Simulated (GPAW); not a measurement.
# Near-edge structure at the Zr L₃ edge of ZrS (Fm-3m), part 3 of 3

How does the Zr L₃ edge of ZrS (Fm-3m) move when the bonds are compressed or stretched?

GPAW 26.7.0; X-ray absorption from dipole matrix elements to empty bands, plane-wave PAW LDA.

So far. Step 4 (Spectrum with XCH, Zr atom 1): The energy difference (zero at 2241 eV) isn't read as a photon energy: for so heavy an absorber the terms left out (core spin–orbit splitting, the hole's spin, the functional's error) amount to tens of eV or more. Step 6 (Spectrum with XCH, Zr atom 1): The scaled spectrum changes by 14 % r.m.s. The highest intensity below 24 eV goes from 1.0 eV (4.25) to 1.2 eV (3.77).

The database entry behind the starting cell differs from later determinations by our own check (an axis about 1.9 % long against later determinations), so it need not match the best structure at ambient conditions.

## Step 8: Spectrum with XCH, Zr atom 1

Shorter bonds are expected to push antibonding states and scattering resonances up, and longer ones down; the cell is scaled to test that.

Changed against the first core-hole run: volume scale from 1 to 0.97.

The input, xas.py:

```python
import numpy as np
from ase import Atoms
from ase.parallel import parprint, paropen
from gpaw import GPAW, PW, FermiDirac, Mixer, MixerDif, setup_paths
from gpaw.test import gen
setup_paths.insert(0, '.')
gen('Zr', name='fch2p', xcname='LDA', corehole=(2, 1, 1), write_xml=True)
from gpaw.mpi import world
world.barrier()

atoms = Atoms('Zr6S6',
    cell=[[2.59848304, 5.19696607, 2.59848304],
     [5.19696607, -2.59848304, -2.59848304],
     [2.59848304, 2.59848304, -5.19696607]],
    scaled_positions=[[0, 0, 0],
     [0.5, 0.16666667, 0.16666667],
     [0, 0.33333333, 0.33333333],
     [0.5, 0.5, 0.5],
     [0, 0.66666667, 0.66666667],
     [0.5, 0.83333333, 0.83333333],
     [0.75, 0.25, 0.75],
     [0.25, 0.41666667, 0.91666667],
     [0.75, 0.58333333, 0.08333333],
     [0.25, 0.75, 0.25],
     [0.75, 0.91666667, 0.41666667],
     [0.25, 0.08333333, 0.58333333]],
    pbc=True)
atoms.calc = calc = GPAW(legacy_gpaw=True, mode=PW(430, force_complex_dtype=True), xc='LDA', setups={0: 'fch2p'},
    kpts={'size': (4, 4, 4), 'gamma': True}, occupations=FermiDirac(0.1),
    charge=-1, mixer=Mixer(0.1, 5, 50), maxiter=150,
    convergence={'density': 0.0001, 'eigenstates': 1e-6}, txt='scf.txt')
energy = atoms.get_potential_energy() + calc.get_reference_energy()
ef = calc.get_fermi_level()
out = dict(energy=energy, fermi=ef, forces=atoms.get_forces().tolist())
parprint(f'all-electron energy {energy:.4f} eV, Fermi level {ef:.4f} eV')
ev = np.array([[calc.get_eigenvalues(k, s) for k in range(len(calc.get_ibz_k_points()))] for s in range(calc.get_number_of_spins())])
out['homo'], out['lumo'], out['counts'] = ev[ev < ef].max(), ev[ev > ef].min(), sorted(set((ev < ef).sum((0, 2)).tolist()))
out['filled'] = (ev[:, 0] < ef).sum(1).tolist()

from ase.units import Ha
from gpaw.xas import dipole_matrix_elements
nb = int(calc.get_number_of_electrons() / 2) + 158
top, nb = nb, nb + 8 + nb // 12
nscf = calc.fixed_density(kpts={'size': (4, 4, 4), 'gamma': True}, nbands=nb,
    convergence={'bands': top, 'eigenstates': 5e-3}, maxiter=60, txt='nscf.txt')
cell = atoms.cell.array
ops = [cell.T @ U.T @ np.linalg.inv(cell.T) for U in nscf.wfs.kd.symmetry.op_scc]
E = np.arange(-6, 34, 0.1)
fwhm = np.interp(E, [4, 25], [1.57, 3.5])
Y, X, zero, highest = 0, 0, 1e9, 1e9
for spin in range(nscf.get_number_of_spins()):
    wfs = nscf.wfs
    mine = wfs.bd.get_slice()  # this rank's bands
    A = dipole_matrix_elements(wfs.setups[0])
    eps = np.zeros((wfs.kd.nibzkpts, nb))
    d = np.zeros((3, A.shape[1], wfs.kd.nibzkpts, nb), complex)
    for kpt in wfs.kpt_u:
        if kpt.s == spin and 0 in kpt.P_ani:
            eps[kpt.k, mine] = kpt.eps_n * Ha
            d[:, :, kpt.k, mine] = (kpt.weight * wfs.nspins / 2) ** 0.5 * np.inner(A, kpt.P_ani[0])
    world.sum(eps)
    world.sum(d)
    T = np.einsum('amkn,bmkn->abkn', d, d.conj()).real
    T = sum(np.einsum('ai,ijkn,bj->abkn', R, T, R) for R in ops) / len(ops)
    empty = eps > ef
    zero, highest = min(zero, eps[empty].min()), min(highest, eps[:, top - 1].min())
    lines = [(eps, T, empty)] if spin == 0 else lines + [(eps, T, empty)]
for eps, T, empty in lines:
    f = np.einsum('aakn->akn', T).reshape(3, -1)
    x = eps.ravel() - zero
    w = np.interp(x, E, fwhm) / 2.35482
    g = np.exp(-0.5 * ((E[:, None] - x) / w) ** 2) / (w * (2 * np.pi) ** 0.5)
    Y = Y + (f * empty.ravel()) @ g.T
    X = X + (f * ~empty.ravel()) @ g.T
out.update(E=E.round(2).tolist(), xas=Y.tolist(), xes=X.tolist(), zero=zero, valid=highest - zero, nk=len(eps), nb=nb)
for i in range(0, len(E), 10):
    parprint(f'{E[i]:7.2f}', *(f'{v:10.3e}' for v in Y[:, i]))
import json
with paropen('out.json', 'w') as f:
    json.dump(out, f)
```

Run with:

```console
OMP_NUM_THREADS=1 mpirun -n 4 gpaw python xas.py
```

Numbers of over 12 decimals in the logs are rounded to 6 here.

What it wrote:

```text
Input parameters:
  charge: -1
  convergence: {density: 0.0001,
                eigenstates: 1e-06}
  kpts: {gamma: True,
         size: (4, 4, 4)}
  maxiter: 150
  mixer: {backend: pulay,
          beta: 0.1,
          method: separate,
          nmaxold: 5,
          weight: 50}
  mode: {ecut: 430.0,
         force_complex_dtype: True,
         name: pw}
  occupations: {fixmagmom: False,
[...]
*d    :     0.473442
--------------------------------

Diagonalizing with gridspacing h=0.050

state   all-electron     PAW
-------------------------------
4s:      -2.562275    -2.562766
4p:      -1.713640    -1.714321
4d:      -0.526558    -0.527181
*f:                   -0.033204
-------------------------------
all-electron energy -649521.9813 eV, Fermi level 11.2335 eV
[...]
32.00  1.012e-05  1.013e-05  1.012e-05
  33.00  9.237e-06  9.249e-06  9.237e-06
[key lines of the parts left out:]
Converged after 16 iterations.
Dipole moment: (0.000000, -0.000000, -0.000000) |e|*Ang
Free energy:   -106.611473
Fermi level: 11.23345
```

It took 3.1 min on 4 MPI ranks of Arm Neoverse V1, shared host; peak memory 0.52 GiB.

```tsv
E (eV)	first run	this run
-2.0	0.01	0.01
-1.0	0.29	0.27
0.0	2.36	2.21
1.0	4.25	4.09
2.0	2.95	2.98
3.0	1.38	1.49
4.0	0.68	0.72
5.0	0.61	0.60
6.0	0.59	0.61
7.0	0.80	0.77
8.0	0.96	0.96
9.0	0.84	0.87
10.0	0.70	0.73
11.0	0.61	0.64
12.0	0.46	0.49
13.0	0.37	0.38
14.0	0.36	0.35
15.0	0.46	0.42
16.0	0.57	0.53
17.0	0.63	0.60
18.0	0.64	0.63
19.0	0.57	0.60
20.0	0.46	0.50
21.0	0.40	0.41
22.0	0.43	0.41
23.0	0.48	0.45
24.0	0.48	0.48
25.0	0.47	0.46
26.0	0.49	0.46
27.0	0.55	0.50
28.0	0.63	0.58
29.0	0.69	0.66
30.0	0.67	0.68
31.0	0.59	0.63
32.0	0.52	0.54
```

Against the first run the r.m.s. difference is 4 %. The highest intensity below 24 eV stays at 1.0 eV.

The photon energy of the zero moves by -0.08 eV.

## Step 9: Supercell without a hole, the energy reference

The cell and mesh change for the next run, so it gets a reference energy of its own.

The cell differs from the one that the last finished run ended in (a 6.365 → 6.556 Å, b 6.365 → 6.556 Å, c 6.365 → 6.556 Å).

The input, scf.py:

```python
import numpy as np
from ase import Atoms
from ase.parallel import parprint, paropen
from gpaw import GPAW, PW, FermiDirac, Mixer, MixerDif, setup_paths
from gpaw.test import gen
setup_paths.insert(0, '.')
gen('Zr', name='nch2p', xcname='LDA', corehole=(2, 1, 0), write_xml=True)
from gpaw.mpi import world
world.barrier()

atoms = Atoms('Zr6S6',
    cell=[[2.67648366, 5.35296732, 2.67648366],
     [5.35296732, -2.67648366, -2.67648366],
     [2.67648366, 2.67648366, -5.35296732]],
    scaled_positions=[[0, 0, 0],
     [0.5, 0.16666667, 0.16666667],
     [0, 0.33333333, 0.33333333],
     [0.5, 0.5, 0.5],
     [0, 0.66666667, 0.66666667],
     [0.5, 0.83333333, 0.83333333],
     [0.75, 0.25, 0.75],
     [0.25, 0.41666667, 0.91666667],
     [0.75, 0.58333333, 0.08333333],
     [0.25, 0.75, 0.25],
     [0.75, 0.91666667, 0.41666667],
     [0.25, 0.08333333, 0.58333333]],
    pbc=True)
atoms.calc = calc = GPAW(legacy_gpaw=True, mode=PW(430, force_complex_dtype=True), xc='LDA', setups={0: 'nch2p'},
    kpts={'size': (3, 4, 4), 'gamma': True}, occupations=FermiDirac(0.1),
    charge=0, mixer=Mixer(0.1, 5, 50), maxiter=150,
    convergence={'density': 0.0001, 'eigenstates': 1e-6}, txt='scf.txt')
energy = atoms.get_potential_energy() + calc.get_reference_energy()
ef = calc.get_fermi_level()
out = dict(energy=energy, fermi=ef, forces=atoms.get_forces().tolist())
parprint(f'all-electron energy {energy:.4f} eV, Fermi level {ef:.4f} eV')
ev = np.array([[calc.get_eigenvalues(k, s) for k in range(len(calc.get_ibz_k_points()))] for s in range(calc.get_number_of_spins())])
out['homo'], out['lumo'], out['counts'] = ev[ev < ef].max(), ev[ev > ef].min(), sorted(set((ev < ef).sum((0, 2)).tolist()))
out['filled'] = (ev[:, 0] < ef).sum(1).tolist()
import json
with paropen('out.json', 'w') as f:
    json.dump(out, f)
```

Run with:

```console
OMP_NUM_THREADS=1 mpirun -n 4 gpaw python scf.py
```

What it wrote:

```text
Input parameters:
  convergence: {density: 0.0001,
                eigenstates: 1e-06}
  kpts: {gamma: True,
         size: (3, 4, 4)}
  maxiter: 150
  mixer: {backend: pulay,
          beta: 0.1,
          method: separate,
          nmaxold: 5,
          weight: 50}
  mode: {ecut: 430.0,
         force_complex_dtype: True,
         name: pw}
  occupations: {fixmagmom: False,
                name: fermi-dirac,
[...]
5s(2) :    -0.168580     0.971584
4p(6) :    -1.194731     0.435762
5p(0) :    -0.056877     0.975807
4d(2) :    -0.137296     0.813898
*d    :     0.862704
--------------------------------

Diagonalizing with gridspacing h=0.050

state   all-electron     PAW
-------------------------------
4s:      -2.002506    -2.003001
4p:      -1.194731    -1.195441
4d:      -0.137296    -0.137746
*f:                    0.063130
-------------------------------
all-electron energy -651761.6551 eV, Fermi level 10.2512 eV
[key lines of the parts left out:]
Converged after 15 iterations.
Dipole moment: (-0.000000, 0.000000, 0.000000) |e|*Ang
Free energy:    -94.948519
Fermi level: 10.25123
```

Run time: 44 s. Hardware: 4 MPI ranks; peak memory 0.29 GiB; 3 min of CPU time.

Reference energy: -651761.655 eV with the cores included.

## Step 10: Spectrum with XCH, Zr atom 1

Shorter bonds are expected to push antibonding states and scattering resonances up, and longer ones down; the cell is scaled to test that.

Changed against the first core-hole run: volume scale from 1 to 1.06; the field's mesh follows (4×4×4 to 3×4×4).

Edit xas.py of step 8 so:

```diff
@@ -11,5 +11,5 @@
 atoms = Atoms('Zr6S6',
-    cell=[[2.59848304, 5.19696607, 2.59848304],
-     [5.19696607, -2.59848304, -2.59848304],
-     [2.59848304, 2.59848304, -5.19696607]],
+    cell=[[2.67648366, 5.35296732, 2.67648366],
+     [5.35296732, -2.67648366, -2.67648366],
+     [2.67648366, 2.67648366, -5.35296732]],
     scaled_positions=[[0, 0, 0],
@@ -28,3 +28,3 @@
 atoms.calc = calc = GPAW(legacy_gpaw=True, mode=PW(430, force_complex_dtype=True), xc='LDA', setups={0: 'fch2p'},
-    kpts={'size': (4, 4, 4), 'gamma': True}, occupations=FermiDirac(0.1),
+    kpts={'size': (3, 4, 4), 'gamma': True}, occupations=FermiDirac(0.1),
     charge=-1, mixer=Mixer(0.1, 5, 50), maxiter=150,
@@ -41,3 +41,3 @@
 from gpaw.xas import dipole_matrix_elements
-nb = int(calc.get_number_of_electrons() / 2) + 158
+nb = int(calc.get_number_of_electrons() / 2) + 170
 top, nb = nb, nb + 8 + nb // 12
```

Run with:

```console
OMP_NUM_THREADS=1 mpirun -n 4 gpaw python xas.py
```

What it wrote:

```text
Input parameters:
  charge: -1
  convergence: {density: 0.0001,
                eigenstates: 1e-06}
  kpts: {gamma: True,
         size: (3, 4, 4)}
  maxiter: 150
  mixer: {backend: pulay,
          beta: 0.1,
          method: separate,
          nmaxold: 5,
          weight: 50}
  mode: {ecut: 430.0,
         force_complex_dtype: True,
         name: pw}
  occupations: {fixmagmom: False,
[...]
*d    :     0.473442
--------------------------------

Diagonalizing with gridspacing h=0.050

state   all-electron     PAW
-------------------------------
4s:      -2.562275    -2.562766
4p:      -1.713640    -1.714321
4d:      -0.526558    -0.527181
*f:                   -0.033204
-------------------------------
all-electron energy -649520.3988 eV, Fermi level 10.1017 eV
[...]
32.00  9.968e-06  9.962e-06  9.968e-06
  33.00  1.086e-05  1.085e-05  1.086e-05
[key lines of the parts left out:]
Converged after 16 iterations.
Dipole moment: (-0.000000, 0.000000, 0.000000) |e|*Ang
Free energy:   -105.059025
Fermi level: 10.10172
```

Elapsed: 3.3 min, on 4 MPI ranks; peak memory 0.53 GiB.

```tsv
E (eV)	first run	this run
-2.0	0.01	0.01
-1.0	0.29	0.35
0.0	2.36	2.74
1.0	4.25	4.57
2.0	2.95	2.82
3.0	1.38	1.16
4.0	0.68	0.66
5.0	0.61	0.59
6.0	0.59	0.59
7.0	0.80	0.86
8.0	0.96	0.93
9.0	0.84	0.75
10.0	0.70	0.64
11.0	0.61	0.55
12.0	0.46	0.41
13.0	0.37	0.36
14.0	0.36	0.42
15.0	0.46	0.54
16.0	0.57	0.63
17.0	0.63	0.67
18.0	0.64	0.61
19.0	0.57	0.50
20.0	0.46	0.42
21.0	0.40	0.44
22.0	0.43	0.49
23.0	0.48	0.51
24.0	0.48	0.49
25.0	0.47	0.51
26.0	0.49	0.57
27.0	0.55	0.65
28.0	0.63	0.70
29.0	0.69	0.68
30.0	0.67	0.60
31.0	0.59	0.54
32.0	0.52	0.55
```

Against the first run the r.m.s. difference is 9 %. The highest intensity below 24 eV goes from 1.0 eV (4.25) to 1.0 eV (4.57).

The photon energy of the zero moves by +0.15 eV.

## Step 11: The volumes side by side

```tsv
volume	nearest distance (Å)	shift of the zero (eV)	maximum 1 (eV above own zero)	maximum 2 (eV above own zero)	maximum 3 (eV above own zero)
0.91	2.544	-0.28	1.2	8.4	19.0
0.97	2.598	-0.08	1.0	8.2	18.0
1	2.625	+0.00	1.0	8.0	17.6
1.06	2.676	+0.15	1.0	7.6	16.8
```

The curves, each shifted by its zero's change so that they share one photon-energy axis, counted from the zero at V × 1:

```tsv
E (eV)	V × 0.91	V × 0.97	V × 1	V × 1.06
-2.0	0.02	0.01	0.01	0.00
-1.0	0.50	0.36	0.29	0.23
0.0	2.58	2.44	2.36	2.26
1.0	3.74	4.07	4.25	4.56
2.0	2.60	2.84	2.95	3.15
3.0	1.41	1.40	1.38	1.33
4.0	0.73	0.69	0.68	0.69
5.0	0.58	0.60	0.61	0.61
6.0	0.66	0.61	0.59	0.57
7.0	0.80	0.79	0.80	0.82
8.0	0.97	0.96	0.96	0.94
9.0	0.90	0.86	0.84	0.78
10.0	0.79	0.73	0.70	0.65
11.0	0.68	0.63	0.61	0.57
12.0	0.53	0.48	0.46	0.43
13.0	0.40	0.37	0.37	0.36
14.0	0.35	0.35	0.36	0.40
15.0	0.38	0.43	0.46	0.52
16.0	0.49	0.54	0.57	0.62
17.0	0.56	0.61	0.63	0.67
18.0	0.60	0.63	0.64	0.62
19.0	0.61	0.59	0.57	0.52
20.0	0.55	0.49	0.46	0.43
21.0	0.45	0.41	0.40	0.43
22.0	0.39	0.41	0.43	0.49
23.0	0.41	0.46	0.48	0.51
24.0	0.45	0.48	0.48	0.49
25.0	0.46	0.46	0.47	0.50
26.0	0.44	0.46	0.49	0.56
27.0	0.44	0.51	0.55	0.64
28.0	0.49	0.59	0.63	0.70
29.0	0.57	0.66	0.69	0.69
30.0	0.65	0.68	0.67	0.61
```

## Step 12: What came out

```json
{"absorber and edge": "Zr L₃, atom 1 of the ground-state input (counted from 1)", "surroundings": "6 S at 2.62 Å (octahedral, site symmetry m-3m)", "highest intensity below 24 eV": "1.0 eV above the zero, height 4.25"}
```

In words: From V × 0.91 to V × 1.06 the nearest distance grows by 0.133 Å and the zero moves by +0.43 eV. Above their own zero, the maxima move from 1.2 to 1.0 eV, from 8.4 to 7.6 eV and from 19.0 to 16.8 eV. The one highest in energy moves most, in the direction that the rule ΔE·R² ≈ constant for scattering resonances gives. The Zr L₃ edge of atom 1, with 6 S at 2.62 Å (octahedral, site symmetry m-3m), has its highest intensity of the first 24 eV at 1.0 eV above the zero, 4.3 times the mean level of the first 20 eV (Gaussian full width 1.57 eV up to 4 eV, rising linearly to 3.5 eV at 25 eV). Only the L₃ part is meant: spin–orbit coupling of the core level isn't computed and the L₂ copy isn't added. The script folds with a Gaussian, whereas the core hole's own line is a Lorentzian, so the onset is too steep and the first peak too high. The unit cell's mesh shows no gap over 0.35 eV. That is right for a metallic compound; for a small-gap or correlated insulator it would be the fault of the functional or of the assumed magnetic order, and the hole would be screened too well. The holes are only 6.4 Å apart, so the shape is probably not converged with cell size; no larger cell was run here. The mesh is coarse (0.30 Å⁻¹ between points), so small maxima may be mesh ripples. Lifetime broadening is put in by hand, and intensities beyond about 20 eV depend on it and on the partial waves; weight that the partial waves miss at high energy is lost. The structure is a published determination, not relaxed.

[Banner, clock and machine lines of the logs are left out without a mark of their own.]

[Logs are printed without paths, hosts, clocks, repeated set-up lines and the standing remarks that a program may print on its own settings, such as how far it seeks lower states.]

[Hosts, paths, dates, database ids (printed as entryN), source tags and the programs' standing remarks are cut or masked in the printed files.]

[Lists of maxima count a maximum above −3 eV only where it reaches 4 % of the highest in the window and stands out from its surroundings by 2 % of it (1.5 % where it reaches 55 %); shoulders and weaker maxima are passed over, and of the rest the first, up to two pre-edge ones and the few strongest are named.]
